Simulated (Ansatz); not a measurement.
# Structural relaxation of a frame of liquid dimethyl carbonate from 300 K (180 atoms)

Aim: bring a frame of liquid dimethyl carbonate from 300 K (180 atoms) to a nearby minimum of the energy and see what moves.

Main program and level: Ansatz 0.2.0; Kohn-Sham DFT, r2SCAN+D3(BJ), PAW (set soft_2), plane waves.

## (1) Set-up

The cell holds 180 atoms: 45 C, 45 O and 90 H. Its edges and angles: a = 12.788 Å, b = 12.788 Å, c = 12.788 Å, α = 90.0°, β = 90.0°, γ = 90.0°. 15 dimethyl carbonate placed at random, at 1.07 g/cm³; overlaps pushed apart, then 10 ps at 400 K with MMFF94 bonds, angles, torsions, charges and radii (Halgren, J. Comput. Chem. 17, 490 (1996)) in harmonic and 12-6 forms. Snapshot after 20 ps at 300 K and fixed volume. The density is a measured one.

Before any run, some limits are plain. The network of contacts between molecules at the start is that of the classical potential that made the cell. The Brillouin zone is sampled at Γ only, in a cell whose shortest periodic width is 13 Å.

## (2) Single point at the start

The forces at the start show how far the geometry lies from a minimum of this functional.

The input, input.yaml:

```yaml
crystal:
  lattice:
    - [12.78752, 0.0, 0.0]
    - [0.0, 12.78752, 0.0]
    - [0.0, 0.0, 12.78752]
  atoms:
    - { symbol: C, position: [0.01709, 0.3058, 0.42204] }
    - { symbol: O, position: [0.93797, 0.28566, 0.49525] }
    - { symbol: C, position: [0.86571, 0.36495, 0.50357] }
    - { symbol: O, position: [0.86968, 0.44788, 0.45891] }
    - { symbol: O, position: [0.79323, 0.33843, 0.57443] }
    - { symbol: C, position: [0.7189, 0.41598, 0.5961] }
    - { symbol: H, position: [0.0892, 0.26062, 0.44032] }
    - { symbol: H, position: [0.98954, 0.27662, 0.34779] }
    - { symbol: H, position: [0.03317, 0.39049, 0.41146] }
    - { symbol: H, position: [0.72512, 0.48791, 0.54656] }
    - { symbol: H, position: [0.72128, 0.42369, 0.6854] }
    - { symbol: H, position: [0.64349, 0.3773, 0.58557] }
    - { symbol: C, position: [0.65453, 0.94166, 0.92372] }
    - { symbol: O, position: [0.6447, 0.01081, 0.8391] }
    - { symbol: C, position: [0.71908, 0.99856, 0.76629] }
    - { symbol: O, position: [0.77721, 0.925, 0.75276] }
    - { symbol: O, position: [0.72316, 0.09223, 0.71464] }
    - { symbol: C, position: [0.80971, 0.10716, 0.64676] }
    - { symbol: H, position: [0.65753, 0.86156, 0.89492] }
    - { symbol: H, position: [0.72388, 0.96145, 0.96956] }
    - { symbol: H, position: [0.58514, 0.94672, 0.97208] }
    - { symbol: H, position: [0.8744, 0.14939, 0.68387] }
    - { symbol: H, position: [0.79763, 0.14865, 0.57317] }
    - { symbol: H, position: [0.83064, 0.02725, 0.62196] }
    - { symbol: C, position: [0.5295, 0.59832, 0.03633] }
    - { symbol: O, position: [0.43961, 0.6627, 0.03398] }
    - { symbol: C, position: [0.44038, 0.73807, 0.10432] }
    - { symbol: O, position: [0.51218, 0.76373, 0.16134] }
    - { symbol: O, position: [0.34316, 0.78247, 0.10568] }
    - { symbol: C, position: [0.33384, 0.86996, 0.16917] }
    - { symbol: H, position: [0.51756, 0.53374, 0.9776] }
    - { symbol: H, position: [0.59623, 0.64456, 0.00687] }
    [... 142 atom lines left out ...]
    - { symbol: H, position: [0.51144, 0.33526, 0.3082] }
    - { symbol: H, position: [0.56812, 0.20848, 0.32752] }
    - { symbol: H, position: [0.53027, 0.28706, 0.4382] }
    - { symbol: H, position: [0.78924, 0.40101, 0.09676] }
    - { symbol: H, position: [0.88459, 0.31196, 0.14635] }
    - { symbol: H, position: [0.90368, 0.44915, 0.16017] }
kpoints:
  mp_grid: { grid: [1, 1, 1] }
hamiltonian:
  xc: r2scan
  dispersion: d3bj
scf:
  occupations: { method: fixed }
output:
  forces: true
  stress: true
  populations: true
  dos:
    method: { smearing: { sigma: 0.1 } }
    de: 0.1
    projected: { site_lists: { C: [C], H: [H], O: [O] } }
  eigenvalues: true
```

Command:

```sh
$ ansatz run input.yaml --threads 4 --pin off --max-ram 8192MiB --backend cpu --events-out ev --progress --plain --runs-dir out
```

Log:

```text
Warning: the engine holds no damping parameters fitted to this dispersion correction and functional, so the run takes those fitted to r2scan beside the three-body term, which d3bj leaves out (hamiltonian.dispersion, under Limitations)
Engine: ansatz 0.2.0, x86_64-unknown-linux-gnu
Pseudopotentials: kind: paw
Pseudopotential: C, paw, valence charge 4, recommended cutoff 500 eV (meta_gga), C.paw.azcp
Pseudopotential: O, paw, valence charge 6, recommended cutoff 500 eV (meta_gga), O.paw.azcp
Pseudopotential: H, paw, valence charge 1, recommended cutoff 500 eV (meta_gga), H.paw.azcp
[... 6 lines on functional and potentials left out ...]
Crystal: 180 atoms, lattice volume = 2091.024 Å³
Basis set: ecut = 500 eV, 52923 PW (Γ), exchange–correlation on 384×384×384 points (64 copies of the dense FFT grid, shifted against one another)
Bands: 450, of which v1, the nominal top of the filled ones, is band 270 counted from 1 (269 counted from 0)
Symmetry: 1 space group operations
Space group: P1 (ITA 1), of the structure as read, at distance tolerance 1.3e-4 Å
k-points: 1
[... 9 lines on functional and potentials left out ...]
Initial density: superposition of atomic densities (neutral atoms: chi_scale 0, normalization atom), corrected by the library's trained network
Initial wavefunctions: pseudopotential atomic-orbital guess
Functional: x = r2scan, c = r2scan; τ floored in thin density (d = 2e-4 eV/Å³)
SCF iter   1: F=—  HF=-38327.873563 eV  |F-HF|=—  |Δ(HF+E_count)|=         —  Δρ=7.69e-3  dr2=1.11e0  dr2_τ=1.41e1  ethr=1.77e-3  ⟨swp⟩=5.0  Hψ=1558  notcnv=0  defer=178
preconditioner: auto → Resta (q_TF=auto, 2.177 Å⁻¹)  ε∞=2.2  [insulator: Δε(μ)=6.023 eV  Ē_g=16.806 eV  n_scr=364 (ndim 8)  ℏωp=18.3 eV  f_vac=0.299  ε∞_Penn≈2.2]
SCF iter   2: F=—  HF=-38326.090111 eV  |F-HF|=—  |Δ(HF+E_count)|=    1.78e0  Δρ=3.80e-3  dr2=1.67e-1  dr2_τ=3.94e-2  ethr=2.06e-4  ⟨swp⟩=3.0  Hψ=794  notcnv=0  defer=178
SCF iter   3: F=—  HF=-38326.081761 eV  |F-HF|=—  |Δ(HF+E_count)|=   8.35e-3  Δρ=1.64e-3  dr2=4.45e-2  dr2_τ=4.69e-3  ethr=3.10e-5  ⟨swp⟩=3.0  Hψ=518  notcnv=0  defer=178
SCF iter   4: F=—  HF=-38326.085742 eV  |F-HF|=—  |Δ(HF+E_count)|=   3.98e-3  Δρ=6.10e-4  dr2=8.21e-3  dr2_τ=1.17e-3  ethr=8.25e-6  ⟨swp⟩=3.0  Hψ=518  notcnv=0  defer=178
SCF iter   5: F=—  HF=-38326.087956 eV  |F-HF|=—  |Δ(HF+E_count)|=   2.21e-3  Δρ=2.07e-4  dr2=1.11e-3  dr2_τ=1.05e-4  ethr=1.52e-6  ⟨swp⟩=2.0  Hψ=541  notcnv=0  defer=178
SCF iter   6: F=—  HF=-38326.089119 eV  |F-HF|=—  |Δ(HF+E_count)|=   1.16e-3  Δρ=7.84e-5  dr2=1.57e-4  dr2_τ=1.26e-5  ethr=2.06e-7  ⟨swp⟩=2.0  Hψ=532  notcnv=0  defer=178
SCF iter   7: F=—  HF=-38326.089460 eV  |F-HF|=—  |Δ(HF+E_count)|=   3.41e-4  Δρ=5.63e-5  dr2=5.99e-5  dr2_τ=7.39e-6  ethr=2.90e-8  ⟨swp⟩=2.0  Hψ=537  notcnv=0  defer=178
SCF iter   8: F=—  HF=-38326.091982 eV  |F-HF|=—  |Δ(HF+E_count)|=   2.52e-3  Δρ=1.33e-5  dr2=3.51e-6  dr2_τ=3.33e-7  ethr=1.11e-8  ⟨swp⟩=2.0  Hψ=706  notcnv=0  defer=177
SCF iter   9: F=—  HF=-38326.091991 eV  |F-HF|=—  |Δ(HF+E_count)|=   8.96e-6  Δρ=6.26e-6  dr2=7.97e-7  dr2_τ=1.03e-7  ethr=6.50e-10  ⟨swp⟩=3.0  Hψ=531  notcnv=0  defer=177
SCF iter  10: F=—  HF=-38326.091992 eV  |F-HF|=—  |Δ(HF+E_count)|=   8.72e-7  Δρ=2.34e-6  dr2=1.15e-7  dr2_τ=1.53e-8  ethr=1.48e-10  ⟨swp⟩=2.0  Hψ=542  notcnv=0  defer=177
SCF iter  11: F=-38326.091992 eV  HF=-38326.091992 eV  |F-HF|=4.24e-8  |Δ(HF+E_count)|=   1.81e-7  Δρ=8.16e-7  dr2=1.65e-8  dr2_τ=2.00e-9  ethr=1.85e-11  ⟨swp⟩=16.0  Hψ=3166  notcnv=0
SCF 1 converged in 11 iterations: F = -38326.091992 eV  dr2 = 1.65e-8
  greatest PAW one-centre occupation: 0.885 electrons in one spin orbital (limit 2), on the O atom at site 75 (counted from 0), in its partial waves of l = 0
SCF converged after 11 iterations
Free energy (F): -38326.091992 eV
Harris-Foulkes:  -38326.091992 eV  (|F-HF|=4.24e-8)
Internal energy: -38326.091992 eV  (E = F + TS)
E sigma→0 (E₀):  -38326.091992 eV
Fermi energy:    -2.264909 eV
--- Per-component energies (eV) ---
  E_band       = -5334.545315
  E_kinetic    = 13218.846076
  E_local      = -47768.433509  (includes V_loc(G=0)·N_el)
  E_nonlocal   = 3492.638199
  E_hartree    = 18001.703759
  E_xc         = -6180.183486
  E_vxc        = -8801.215504  (∫ρ·V_xc dr)
  E_paw        = -11795.974305  (= ΣΔE_a)
  E_vpaw       = -2042.997553  (= ΣTr[D̂ρ^β])
  E_aug_tail   = 0.002361  (compensation charges beyond the density's cutoff)
  E_vtau       = 563.207091  (kinetic-family band-sum trace: ∫τ·v_τ [+ j·A + Jᵃ·Aᵃ] dr)
  E_ewald      = -7288.354976
  E_disp       = -3.783950  (pairwise vdW)
  E_core_change = -2.552159  (= ΣΔE_core)
  E_smearing   = -0.000000  (= −TS)
  E_closure    = 0.000000  (closes the sum)
  Σ components = -38326.091992   (vs F -38326.091992, Δ=0.00e0)
--- Forces (eV/Å), atoms counted from 1 ---
  atom   1  C      1.16281408     0.15035433    -1.12198563
  atom   2  O     -1.29898655     0.74683944     1.06422429
  atom   3  C      0.47988796     0.20539986     0.28396333
  atom   4  O      0.30251588    -0.40457060     0.06467642
  atom   5  O      1.59086275    -0.70822402    -0.98708851
  atom   6  C     -1.47782195     0.38171097     1.74162644
  atom   7  H     -0.73936577     0.44353985     0.30373912
  atom   8  H      0.01691699    -0.03861256    -0.55313372
  atom   9  H     -0.09015935    -0.73774774     0.37037788
  atom  10  H      0.13551035    -0.93501919     0.96779802
  atom  11  H      0.14089622     0.69030696    -1.60735494
  atom  12  H     -0.10514601     0.30568786    -0.38143622
  atom  13  C      0.09001434    -1.14012487     0.85094799
  atom  14  O      0.24079636     0.41882811    -0.83685634
[...]
atom 179  H      0.18029619    -0.51929418     0.01121706
  atom 180  H     -0.20412605    -0.49482111     0.00056718
  max |Σ_I F_I| component: 1.44e-4 eV/Å
--- Stress (GPa, compression-positive) ---
       -2.375009      -0.843236      -0.078335
       -0.843236      -1.238660      -0.272417
       -0.078335      -0.272417      -1.807143
  P = ⅓ Tr σ = -1.8069 GPa (-18.069 kbar)
--- Band table (eV) ---
  k-point 0: bands = ["-25.8481", "-25.7875", "-25.7657", "-25.6379", [... 434 levels ...], "10.7253", "10.7922", "10.8304", "10.8676", "10.8853", "10.8980", "10.9388", "10.9650", "11.0556", "11.0656", "11.1098", "11.1185"]
--- Löwdin populations: 180 sites ---
  site symbol       q [e]
     0      C      4.2003
     1      O      6.3063
     2      C      3.2526
[...]
179      H      0.7877
  spilling = 0.014009 (of n_electrons = 540.000000)
```

Elapsed: 45 s, on 4 threads of Intel Xeon Platinum 8559C (Emerald Rapids), shared host; peak memory 5.8 GiB; 2.8 min of CPU time.

Notices of the run: dispersion damping borrowed.

The run gave:

- free energy: -38326.0920 eV
- free energy per atom: -212.9227 eV/atom
- SCF cycles: 11
- pressure: -1.807 GPa
- r.m.s. force component: 0.9256 eV/Å
- longest force: 4.094 eV/Å
- Fermi energy: -2.265 eV
- gap (highest filled to lowest empty level): 5.928 eV
- spilling of the projection: 0.01401

The r.m.s. force component of 0.93 eV/Å and the pressure of -1.8 GPa set the starting point.

Neighbours are counted within 1.34 Å (H-C), 1.73 Å (C-O).

Length of the force by element and coordination:

```csv
element,coordination,atoms,mean length of the force (eV/Å),spread,least,most
C,all,45,1.99,0.747,0.567,4.09
C,3,15,1.89,0.636,0.594,2.91
C,4,30,2.04,0.791,0.567,4.09
H,all,90,0.964,0.488,0.206,2.26
O,all,45,1.63,0.884,0.159,3.97
O,1,15,1.70,0.787,0.509,3.73
O,2,30,1.59,0.927,0.159,3.97
```

[end of part 1 of 3]

[Logs are printed without paths, hosts, clocks, repeated set-up lines and the standing remarks that a program may print on its own settings, such as how far it seeks lower states.]

[Hosts, paths, dates, database ids (printed as entryN), source tags and the programs' standing remarks are cut or masked in the printed files.]

[The MMFF94 radii named for the starting cell were scaled by 0.96; in molecules described by MMFF94, hydrogen bound to N, O or S took a small fixed 12-6 site in their place.]
